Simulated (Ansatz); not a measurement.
# AlInW in the AlB2 type: lattice stability ahead of a resistivity run

Question: is the lattice of AlInW in the AlB2 type stable, and if so, what are its coupling constant and resistivity?

Calculated with Ansatz 0.2.0; DFT PBE, scalar-relativistic, plane waves, PAW; PAW set soft_1.

The structure was built from a prototype and need not be the compound's stable phase.

## 1. The structure

Symmetry: P-6m2, No. 187, hexagonal system. Conventional cell: a = 4.007 Å, b = 4.007 Å, c = 4.207 Å, α = 90.00°, β = 90.00°, γ = 120.00°. Nearest to W lie 6 Al at 3.13 Å and 6 In at 3.13 Å. Al has 3 In at 2.31 Å and 6 W at 3.13 Å nearest. Nearest to In lie 3 Al at 2.31 Å and 6 W at 3.13 Å. Farther neighbours are not listed.

## 2. Relaxation

The structure is brought to rest under this functional.

input.yaml

```yaml
crystal:
  lattice:
    - [4.00658, 0.0, 0.0]
    - [-2.00329, 3.4698, 0.0]
    - [0.0, 0.0, 4.20691]
  atoms:
    - { symbol: W, position: [0.0, 0.0, 0.0] }
    - { symbol: Al, position: [0.33333333, 0.66666667, 0.5] }
    - { symbol: In, position: [0.66666667, 0.33333333, 0.5] }
kpoints:
  mp_grid: { grid: [9, 9, 8] }
hamiltonian:
  xc: pbe
  pseudopotentials: { kind: paw, azcp: { folder: soft_1 } }
scf:
  occupations: { method: gaussian, width: 0.1 }
output:
  forces: true
  stress: true
  eigenvalues: true
relax:
  adjacent_minimum: "off"
  f_tol: 0.005
  max_steps: 80
  cell: { stress_tol: 0.05 }
```

Launch:

```
$ ansatz run input.yaml --threads 4 --pin off --max-ram 12288MiB --backend cpu --events-out ev --progress --plain --runs-dir out
```

Numbers of over 12 decimals in the logs are rounded to 6 here.

The log of the run:

```text
Engine: ansatz 0.2.0, aarch64-unknown-linux-gnu
Pseudopotentials: kind: paw
Pseudopotential: W, paw, valence charge 14, recommended cutoff 420 eV (normal), soft_1/W.paw.azcp
Pseudopotential: Al, paw, valence charge 3, recommended cutoff 420 eV (normal), soft_1/Al.paw.azcp
Pseudopotential: In, paw, valence charge 13, recommended cutoff 420 eV (normal), soft_1/In.paw.azcp
Functional definition: PBE
  parameter kappa = 0.804
  parameter beta = 0.066725
  exchange = pbe_x(kappa = kappa, mu = beta*pi^2/3)
  correlation = pbe_c(beta = beta)
Crystal: 3 atoms, lattice volume = 58.485 Å³
Basis set: ecut = 420 eV, 1143 PW (Γ), exchange–correlation on 54×54×60 points (8 copies of the dense FFT grid, shifted against one another)
Bands: 19, of which v1, the nominal top of the filled ones, is band 15 counted from 1 (14 counted from 0)
Symmetry: 12 space group operations
Space group: P-6m2 (ITA 187), of the structure as read, at distance tolerance 3.9e-5 Å
k-points: 60 of 648 (time reversal used)
Non-local potential: W, projectors of the file, l = 0: 3, l = 1: 2, l = 2: 2, l = 3: 1
Non-local potential: Al, projectors of the file, l = 0: 2, l = 1: 2, l = 2: 1
Non-local potential: In, projectors of the file, l = 0: 2, l = 1: 2, l = 2: 2, l = 3: 1
PAW form: soft (Blöchl's): semilocal exchange-correlation on the pseudo side does not see the compensation charge
PAW one-centre angular grid: W, 590 points (default); XC on 64 Gauss nodes
PAW one-centre angular grid: Al, 110 points (default); XC on 64 Gauss nodes
PAW one-centre angular grid: In, 590 points (default); XC on 64 Gauss nodes
Initial density: superposition of atomic densities (chi_scale 0.1, normalization cell, long waves kept (reshape's long-wave potential 0.00 eV rms))
Initial wavefunctions: pseudopotential atomic-orbital guess
Functional: x = pbe(κ = 0.804, μ = 0.219515), c = pbe(β = 0.066725)
SCF iter   1: F=—  HF=-16517.656681 eV  |F-HF|=—  |Δ(HF+E_count)|=         —  Δρ=7.29e-2  dr2=7.41e0  ethr=3.10e-3  ⟨swp⟩=5.7  Hψ=5829  notcnv=0
preconditioner: auto → Kerker (q_TF=auto, 2.441 Å⁻¹)  [metal: Δε(μ)=0.009 eV  Ē_g=11.325 eV  σ=0.100 eV  W_gap=0.05  n_scr=20 (ndim 8)  ℏωp=22.8 eV  f_vac=0.000  D(μ)=2.31/eV (n_scr^D=20)]
SCF iter   2: F=—  HF=-16516.296919 eV  |F-HF|=—  |Δ(HF+E_count)|=    1.36e0  Δρ=2.15e-2  dr2=4.88e-1  ethr=3.10e-3  ⟨swp⟩=3.2  Hψ=2568  notcnv=0
SCF iter   3: F=—  HF=-16516.210959 eV  |F-HF|=—  |Δ(HF+E_count)|=   8.60e-2  Δρ=8.29e-3  dr2=3.23e-2  ethr=1.63e-3  ⟨swp⟩=2.0  Hψ=1600  notcnv=0
SCF iter   4: F=—  HF=-16516.205987 eV  |F-HF|=—  |Δ(HF+E_count)|=   4.97e-3  Δρ=2.56e-3  dr2=6.52e-3  ethr=1.08e-4  ⟨swp⟩=1.7  Hψ=1694  notcnv=0
SCF iter   5: F=—  HF=-16516.204649 eV  |F-HF|=—  |Δ(HF+E_count)|=   1.34e-3  Δρ=6.81e-4  dr2=3.26e-4  ethr=2.17e-5  ⟨swp⟩=1.9  Hψ=1368  notcnv=0
SCF iter   6: F=—  HF=-16516.204589 eV  |F-HF|=—  |Δ(HF+E_count)|=   5.98e-5  Δρ=2.11e-4  dr2=3.53e-5  ethr=1.09e-6  ⟨swp⟩=2.0  Hψ=1479  notcnv=0
SCF iter   7: F=—  HF=-16516.204542 eV  |F-HF|=—  |Δ(HF+E_count)|=   4.65e-5  Δρ=5.88e-5  dr2=1.79e-6  ethr=1.18e-7  ⟨swp⟩=2.1  Hψ=1759  notcnv=0
SCF iter   8: F=—  HF=-16516.204543 eV  |F-HF|=—  |Δ(HF+E_count)|=   3.59e-7  Δρ=2.18e-5  dr2=5.07e-7  ethr=5.96e-9  ⟨swp⟩=2.5  Hψ=1935  notcnv=0
SCF iter   9: F=-16516.204543 eV  HF=-16516.204543 eV  |F-HF|=9.43e-9  |Δ(HF+E_count)|=   9.09e-8  Δρ=3.56e-6  dr2=1.19e-8  ethr=3.33e-10  ⟨swp⟩=3.0  Hψ=3888  notcnv=0
the search or the solves at the SCF's close seem to have found levels that the self-consistency loop had missed (the run counts 1). By its estimate they hold under 1e-12 electrons; where the run keeps them, the occupations were computed again with them
SCF 1 converged in 9 iterations: F = -16516.204543 eV  dr2 = 1.19e-8
  greatest PAW one-centre occupation: 0.999 electrons in one spin orbital (limit 2), on the W atom at site 0 (counted from 0), in its partial waves of l = 0
relax step   1: F+E_penalty+E_count = -16516.20454268 eV  Δ(F+E_penalty+E_count) = +0.000e0 eV  max|allowed force component| = 1.264e-16 eV/Å  Δτ_max = 0.0000 Å  P = +4.442 GPa  Ω = 58.485 Å³  (9 SCF iters, dr2 threshold 1.00e-7 eV, accepted)
Crystal: 3 atoms, lattice volume = 58.492 Å³
Basis set: ecut = 420 eV, 1141 PW (Γ), exchange–correlation on 54×54×60 points (8 copies of the dense FFT grid, shifted against one another)
Initial density: handed on by an earlier stage of this run
Initial wavefunctions: those handed on with the density
iter 1 solved again at ethr=4.74e-4 eV; its pass at ethr=3.10e-3 eV (dr2=1.42e-1 eV) is discarded
SCF iter   1: F=—  HF=-16516.917849 eV  |F-HF|=—  |Δ(HF+E_count)|=         —  Δρ=1.46e-2  dr2=1.40e-1  ethr=4.74e-4  ⟨swp⟩=1.0  Hψ=7050  notcnv=0
preconditioner: auto → Kerker (q_TF=auto, 2.441 Å⁻¹)  [metal: Δε(μ)=0.007 eV  Ē_g=10.459 eV  σ=0.100 eV  W_gap=0.04  n_scr=20 (ndim 8)  ℏωp=22.8 eV  f_vac=0.000  D(μ)=4.12/eV (n_scr^D=46)]
SCF iter   2: F=—  HF=-16516.894197 eV  |F-HF|=—  |Δ(HF+E_count)|=   2.37e-2  Δρ=5.35e-3  dr2=2.34e-2  ethr=4.68e-4  ⟨swp⟩=1.0  Hψ=1140  notcnv=0
SCF iter   3: F=—  HF=-16516.890323 eV  |F-HF|=—  |Δ(HF+E_count)|=   3.87e-3  Δρ=1.38e-3  dr2=2.01e-3  ethr=7.79e-5  ⟨swp⟩=1.0  Hψ=1144  notcnv=0
SCF iter   4: F=—  HF=-16516.889958 eV  |F-HF|=—  |Δ(HF+E_count)|=   3.66e-4  Δρ=3.17e-4  dr2=5.85e-5  ethr=6.70e-6  ⟨swp⟩=2.0  Hψ=1433  notcnv=0
SCF iter   5: F=—  HF=-16516.889915 eV  |F-HF|=—  |Δ(HF+E_count)|=   4.24e-5  Δρ=8.58e-5  dr2=3.96e-6  ethr=1.95e-7  ⟨swp⟩=2.3  Hψ=1604  notcnv=0
SCF iter   6: F=-16516.889915 eV  HF=-16516.889915 eV  |F-HF|=1.57e-7  |Δ(HF+E_count)|=   1.94e-7  Δρ=2.20e-5  dr2=2.88e-7  ethr=1.00e-9  ⟨swp⟩=6.7  Hψ=5153  notcnv=0
SCF 2 converged in 6 iterations: F = -16516.889915 eV  dr2 = 2.88e-7
relax step   2: F+E_penalty+E_count = -16516.88991523 eV  Δ(F+E_penalty+E_count) = -6.854e-1 eV  max|allowed force component| = 1.141e-16 eV/Å  Δτ_max = 0.0000 Å  P = +1.038 GPa  Ω = 58.492 Å³  energy of the carried Pulay correction = +1.221e-5 eV  (6 SCF iters, dr2 threshold 3.00e-7 eV, accepted)
Crystal: 3 atoms, lattice volume = 57.564 Å³
Basis set: ecut = 420 eV, 1135 PW (Γ), exchange–correlation on 54×54×60 points (8 copies of the dense FFT grid, shifted against one another)
iter 1 solved again at ethr=2.87e-4 eV; its pass at ethr=3.10e-3 eV (dr2=8.61e-2 eV) is discarded
SCF iter   1: F=—  HF=-16517.515878 eV  |F-HF|=—  |Δ(HF+E_count)|=         —  Δρ=9.10e-3  dr2=8.53e-2  ethr=2.87e-4  ⟨swp⟩=1.0  Hψ=6719  notcnv=0
preconditioner: auto → Kerker (q_TF=auto, 2.447 Å⁻¹)  [metal: Δε(μ)=0.007 eV  Ē_g=10.529 eV  σ=0.100 eV  W_gap=0.04  n_scr=20 (ndim 8)  ℏωp=23.0 eV  f_vac=0.000  D(μ)=4.28/eV (n_scr^D=46)]
[...]
relax step   7: F+E_penalty+E_count = -16519.58270918 eV  Δ(F+E_penalty+E_count) = -5.061e-1 eV  max|allowed force component| = 2.930e-17 eV/Å  Δτ_max = 0.0000 Å  P = +4.145 GPa  Ω = 50.889 Å³  energy of the carried Pulay correction = +1.831e-3 eV  (6 SCF iters, dr2 threshold 3.00e-7 eV, accepted)
relax step   8: F+E_penalty+E_count = -16519.92412049 eV  Δ(F+E_penalty+E_count) = -3.414e-1 eV  max|allowed force component| = 6.785e-17 eV/Å  Δτ_max = 0.0000 Å  P = +6.255 GPa  Ω = 50.198 Å³  energy of the carried Pulay correction = +2.017e-3 eV  (6 SCF iters, dr2 threshold 3.00e-7 eV, accepted)
relax step   9: F+E_penalty+E_count = -16519.97239720 eV  Δ(F+E_penalty+E_count) = -4.828e-2 eV  max|allowed force component| = 3.547e-17 eV/Å  Δτ_max = 0.0000 Å  P = +0.457 GPa  Ω = 52.117 Å³  energy of the carried Pulay correction = +1.548e-3 eV  (6 SCF iters, dr2 threshold 3.00e-7 eV, accepted)
relax step  10: F+E_penalty+E_count = -16519.97273006 eV  Δ(F+E_penalty+E_count) = -3.329e-4 eV  max|allowed force component| = 2.853e-17 eV/Å  Δτ_max = 0.0000 Å  P = -0.058 GPa  Ω = 52.316 Å³  energy of the carried Pulay correction = +1.500e-3 eV  (6 SCF iters, dr2 threshold 3.00e-7 eV, accepted)
relax step  11: F+E_penalty+E_count = -16519.97273870 eV  Δ(F+E_penalty+E_count) = -8.638e-6 eV  max|allowed force component| = 2.544e-17 eV/Å  Δτ_max = 0.0000 Å  P = +0.000 GPa  Ω = 52.295 Å³  energy of the carried Pulay correction = +1.505e-3 eV  (6 SCF iters, dr2 threshold 1.52e-8 eV, accepted)
relax step  12: F+E_penalty+E_count = -16519.98396829 eV  Δ(F+E_penalty+E_count) = -1.123e-2 eV  max|allowed force component| = 1.388e-17 eV/Å  Δτ_max = 0.0000 Å  P = +0.349 GPa  Ω = 52.295 Å³  stress off target by 5.34e-1 GPa  SCF on the basis re-selected at this cell (its energy is not comparable with the rows above)  (6 SCF iters)
relax step  13: F+E_penalty+E_count = -16519.98425867 eV  Δ(F+E_penalty+E_count) = -2.904e-4 eV  max|allowed force component| = 1.156e-17 eV/Å  Δτ_max = 0.0000 Å  P = +0.023 GPa  Ω = 52.439 Å³  energy of the carried Pulay correction = -4.007e-5 eV  (6 SCF iters, dr2 threshold 3.00e-7 eV, accepted)
relax step  14: F+E_penalty+E_count = -16519.98426034 eV  Δ(F+E_penalty+E_count) = -1.677e-6 eV  max|allowed force component| = 1.002e-17 eV/Å  Δτ_max = 0.0000 Å  P = +0.002 GPa  Ω = 52.451 Å³  energy of the carried Pulay correction = -4.322e-5 eV  (6 SCF iters, dr2 threshold 6.86e-9 eV, accepted)
iter 1 solved again at ethr=1.66e-8 eV; its pass at ethr=3.10e-3 eV (dr2=4.98e-6 eV) is discarded
SCF iter   1: F=—  HF=-16519.984337 eV  |F-HF|=—  |Δ(HF+E_count)|=         —  Δρ=1.41e-5  dr2=5.23e-9  ethr=1.66e-8  ⟨swp⟩=3.6  Hψ=8786  notcnv=0
preconditioner: auto → none  [metal: Δε(μ)=0.024 eV  Ē_g=11.104 eV  σ=0.100 eV  W_gap=0.13  n_scr=8 (ndim 8)  ℏωp=24.0 eV  f_vac=0.000  D(μ)=1.57/eV (n_scr^D=8)]
SCF iter   2: F=—  HF=-16519.984307 eV  |F-HF|=—  |Δ(HF+E_count)|=   2.92e-5  Δρ=6.99e-6  dr2=1.63e-9  ethr=1.74e-11  ⟨swp⟩=2.0  Hψ=2023  notcnv=0
SCF iter   3: F=—  HF=-16519.984308 eV  |F-HF|=—  |Δ(HF+E_count)|=   4.42e-8  Δρ=2.23e-6  dr2=1.60e-10  ethr=5.44e-12  ⟨swp⟩=2.0  Hψ=1425  notcnv=0
iter 4 did not close the SCF: its close was put off for the readings that it lacked (scf_convergence_deferred on its scf_iter line)
SCF iter   4: F=-16519.984308 eV  HF=-16519.984308 eV  |F-HF|=2.18e-11  |Δ(HF+E_count)|=   5.03e-9  Δρ=2.10e-7  dr2=1.33e-11  ethr=1.00e-12  ⟨swp⟩=1.9  Hψ=1340  notcnv=0
iter 5 did not close the SCF: its close was put off for the readings that it lacked (scf_convergence_deferred on its scf_iter line)
SCF iter   5: F=-16519.984308 eV  HF=-16519.984308 eV  |F-HF|=0.00e0  |Δ(HF+E_count)|=  2.55e-11  Δρ=5.84e-8  dr2=2.05e-12  ethr=1.00e-12  ⟨swp⟩=1.0  Hψ=1140  notcnv=0
iter 6 did not close the SCF: its close was put off for the readings that it lacked (scf_convergence_deferred on its scf_iter line)
SCF iter   6: F=-16519.984308 eV  HF=-16519.984308 eV  |F-HF|=0.00e0  |Δ(HF+E_count)|=    0.00e0  Δρ=1.69e-8  dr2=1.10e-13  ethr=1.00e-12  ⟨swp⟩=1.0  Hψ=1140  notcnv=0
iter 7 did not close the SCF: its close was put off for the readings that it lacked (scf_convergence_deferred on its scf_iter line)
SCF iter   7: F=-16519.984308 eV  HF=-16519.984308 eV  |F-HF|=3.64e-12  |Δ(HF+E_count)|=  3.64e-12  Δρ=1.74e-9  dr2=1.67e-15  ethr=1.00e-12  ⟨swp⟩=1.0  Hψ=1140  notcnv=0
SCF iter   8: F=-16519.984308 eV  HF=-16519.984308 eV  |F-HF|=3.64e-12  |Δ(HF+E_count)|=    0.00e0  Δρ=5.76e-10  dr2=8.01e-17  ethr=1.00e-12  ⟨swp⟩=2.1  Hψ=2884  notcnv=0
SCF 15 converged in 8 iterations: F = -16519.984308 eV  dr2 = 8.01e-17
relax step  15: F+E_penalty+E_count = -16519.98430752 eV  Δ(F+E_penalty+E_count) = -4.717e-5 eV  max|allowed force component| = 1.002e-17 eV/Å  Δτ_max = 0.0000 Å  P = +0.002 GPa  Ω = 52.451 Å³  stress off target by 2.61e-3 GPa  SCF on the basis re-selected at this cell (its energy is not comparable with the rows above)  (8 SCF iters)
basis re-selected at this cell: Δ(F+E_penalty+E_count) = -4.717e-5 eV, ΔP = +0.000 GPa vs the last step (what re-selecting the basis moved, of the pressure what is left beyond the Pulay correction that the steps carried, after the strain that the cell walked since its last selection, with what the two solves' SCF thresholds leave and, on support functions, any second-order correction that the steps lacked; it is no m [...]
SCF converged after 8 iterations
Free energy (F): -16519.984308 eV
Harris-Foulkes:  -16519.984308 eV  (|F-HF|=3.64e-12)
Internal energy: -16519.976433 eV  (E = F + TS)
E sigma→0 (E₀):  -16519.980370 eV
Entropy (-TS):   -0.007874 eV (-2.625 meV/atom)
Fermi energy:    14.731772 eV
--- Per-component energies (eV) ---
  E_band       = -127.484096
  E_kinetic    = 664.687938
  E_local      = -1914.323563  (includes V_loc(G=0)·N_el)
  E_nonlocal   = 311.620766
  E_hartree    = 802.316699
  E_xc         = -448.253580
  E_vxc        = -350.089628  (∫ρ·V_xc dr)
  E_paw        = -13257.154970  (= ΣΔE_a)
  E_vpaw       = -444.013283  (= ΣTr[D̂ρ^β])
  E_aug_tail   = 0.000276  (compensation charges beyond the density's cutoff)
  E_ewald      = -2678.869999
  E_smearing   = -0.007874  (= −TS)
  E_closure    = 0.000000  (closes the sum)
  Σ components = -16519.984308   (vs F -16519.984308, Δ=0.00e0)
--- Forces (eV/Å), atoms counted from 1 ---
  atom   1  W     -0.00000000    -0.00000000     0.00000000
  atom   2  Al     0.00000000     0.00000000    -0.00000000
  atom   3  In    -0.00000000     0.00000000     0.00000000
  max |Σ_I F_I| component: 1.62e-17 eV/Å
--- Stress (GPa, compression-positive) ---
        0.002614       0.000000       0.000000
        0.000000       0.002614      -0.000000
        0.000000      -0.000000       0.001981
  P = ⅓ Tr σ = 0.0024 GPa (0.024 kbar)
--- Band table (eV; the first three rows and the last of 60) ---
  k-point 0: bands = [... 11 lower, 10.7241, 11.3056, 12.9803, 15.1874, 15.1874, 17.0116, 17.0116, 19.0688]
  k-point 1: bands = [... 11 lower, 11.0359, 11.9421, 13.2439, 14.4047, 14.4047, 17.7140, 17.7140, 18.9772]
  k-point 2: bands = [... 11 lower, 11.9116, 13.1183, 13.2057, 13.2057, 14.0740, 17.0355, 18.4764, 18.4764]
  k-point 59: bands = [... 11 lower, 11.5463, 11.8500, 13.2299, 13.8770, 15.7354, 15.9979, 16.1271, 16.4408]
--- Relaxed structure (13 steps of the walk, 13 accepted, 2 SCFs on fresh bases) ---
  F+E_penalty+E_count = -16519.98430752 eV   max|allowed force component| = 1.002e-17 eV/Å   (the final SCF, on the basis selected at the relaxed cell)
  cell:  # Å, volume = 52.4508 Å³
    - [4.677660, 0, 0]
    - [-2.338830, 4.050973, -1.1206410122975479e-17]
    - [0, -1.3587053544079299e-17, 2.767988]
  atoms:
    - { symbol: W, position: [0, 0, 0] }
    - { symbol: Al, position: [0.333333, 0.666667, 0.5] }
    - { symbol: In, position: [0.666667, 0.333333, 0.5] }
```

Run time: 28 s. Hardware: 4 threads of Arm Neoverse V1, shared host; peak memory 0.45 GiB; 1.8 min of CPU time.

The steps of the relaxation:

```
step  energy less that of the first step (eV)  largest force component (eV/Å)  pressure (GPa)  volume (Å³)
   1                                   0.0000                          0.0000            4.44        58.48
   2                                  -0.6854                          0.0000            1.04        58.49
   3                                  -1.2950                          0.0000           -0.74        57.56
   4                                  -1.8311                          0.0000           -0.82        55.99
   5                                  -2.4121                          0.0000           -3.09        55.43
   6                                  -2.8720                          0.0000            0.42        52.94
   7                                  -3.3782                          0.0000            4.15        50.89
   8                                  -3.7196                          0.0000            6.26        50.20
   9                                  -3.7679                          0.0000            0.46        52.12
  10                                  -3.7682                          0.0000           -0.06        52.32
  11                                  -3.7682                          0.0000            0.00        52.30
 12*                                  -3.7794                          0.0000            0.35        52.30
  13                                  -3.7797                          0.0000            0.02        52.44
  14                                  -3.7797                          0.0000            0.00        52.45
 15*                                  -3.7798                          0.0000            0.00        52.45
```

Relaxation steps marked * repeat the geometry before them on a plane-wave basis chosen anew for their cell, so energy and pressure can jump there.

Forces are held to the 12 operations that the run works with; a distortion that breaks them can't arise in this run.

```
     cell as run  before  after   change
           a (Å)   4.007  4.678  +16.7 %
           b (Å)   4.007  4.678  +16.7 %
           c (Å)   4.207  2.768  -34.2 %
volume (Å³/atom)   19.49  17.48  -10.3 %
```

The relaxed structure:

```xyz
3
Lattice="4.6777 0.0000 0.0000 -2.3388 4.0510 0.0000 0.0000 0.0000 2.7680" Properties=species:S:1:pos:R:3 pbc="T T T"
W     0.0000    0.0000    0.0000
Al    0.0000    2.7006    1.3840
In    2.3388    1.3503    1.3840
```

This step gave:

```yaml
pressure: 0.002403 GPa
volume_per_atom: 17.48 Å³/atom
metallic_on_mesh: yes
gap_on_the_k_mesh: 0 eV
```

The largest force is now zero by symmetry and the largest stress component 0.0026 GPa.

## 3. Relaxation

The cell moved far, so the relaxation is started again from the new cell to confirm it.

input.yaml, the sections that differ from step 2:

```yaml
crystal:
  lattice:
    - [4.6776601755, 0.0, 0.0]
    - [-2.3388300877, 4.0509725423, 0.0]
    - [0.0, 0.0, 2.7679878128]
  atoms:
    - { symbol: W, position: [0.0, 0.0, 0.0] }
    - { symbol: Al, position: [0.3333333333, 0.6666666667, 0.5] }
    - { symbol: In, position: [0.6666666667, 0.3333333333, 0.5] }
kpoints:
  mp_grid: { grid: [9, 9, 10] }
# hamiltonian, scf, output, relax: as in step 2
```

The log of the run:

```text
[the first part of the log is left out]
  E_vxc        = -350.037266  (∫ρ·V_xc dr)
  E_paw        = -13257.121793  (= ΣΔE_a)
  E_vpaw       = -443.972924  (= ΣTr[D̂ρ^β])
  E_aug_tail   = 0.000277  (compensation charges beyond the density's cutoff)
  E_ewald      = -2676.948782
  E_smearing   = -0.008902  (= −TS)
  E_closure    = 0.000000  (closes the sum)
  Σ components = -16519.981640   (vs F -16519.981640, Δ=0.00e0)
[...]
--- Stress (GPa, compression-positive) ---
        0.011189      -0.000000       0.000000
       -0.000000       0.011189       0.000000
        0.000000       0.000000       0.049072
  P = ⅓ Tr σ = 0.0238 GPa (0.238 kbar)
--- Band table (eV; the first three rows and the last of 72) ---
[...]
--- Relaxed structure (3 steps of the walk, 3 accepted, 1 SCFs on fresh bases) ---
[...]
cell:  # Å, volume = 52.5306 Å³
    - [4.683686, -2.8904603413978302e-11, 0.0]
    - [-2.341843, 4.056191, 0.0]
    - [0.0, 0.0, 2.765071]
  atoms:
    - { symbol: W, position: [0, 0, 0.0] }
    - { symbol: Al, position: [0.333333, 0.666667, 0.500000] }
    - { symbol: In, position: [0.666667, 0.333333, 0.500000] }
```

The job ended after 8.9 s (4 threads; peak memory 0.44 GiB).

The steps of the relaxation:

```
step  energy less that of the first step (eV)  largest force component (eV/Å)  pressure (GPa)  volume (Å³)
   1                                   0.0000                          0.0000            0.19        52.45
   2                                   0.0000                          0.0000           -0.24        52.64
   3                                  -0.0002                          0.0000            0.02        52.53
   4                                  -0.0002                          0.0000            0.02        52.53
```

The log counts 1 steps on a newly chosen plane-wave basis, not all of them marked here; energy and pressure can jump at such steps.

```
conventional cell, symmetrised  before  after  change
                         a (Å)   4.678  4.684  +0.1 %
                         b (Å)   4.678  4.684  +0.1 %
                         c (Å)   2.768  2.765  -0.1 %
              volume (Å³/atom)   17.48  17.51  +0.2 %
```

The relaxed structure:

```cif
data_structure
_symmetry_space_group_name_H-M 'P 1'
_symmetry_Int_Tables_number 1
_cell_length_a 4.6837
_cell_length_b 4.6837
_cell_length_c 2.7651
_cell_angle_alpha 90.000
_cell_angle_beta 90.000
_cell_angle_gamma 120.000
_cell_volume 52.53
loop_
_atom_site_label
_atom_site_type_symbol
_atom_site_fract_x
_atom_site_fract_y
_atom_site_fract_z
_atom_site_occupancy
W1 W 0.00000 0.00000 0.00000 1
Al2 Al 0.33333 0.66667 0.50000 1
In3 In 0.66667 0.33333 0.50000 1
```

This step gave:

- pressure: 0.02382 GPa
- volume per atom: 17.51 Å³/atom

The largest force is now zero by symmetry and the largest stress component 0.049 GPa.

[end of part 1 of 3]

[Logs are printed without paths, hosts, clocks, repeated set-up lines and the standing remarks that a program may print on its own settings, such as how far it seeks lower states.]

[Hosts, paths, dates, database ids (printed as entryN), source tags and the programs' standing remarks are cut or masked in the printed files.]
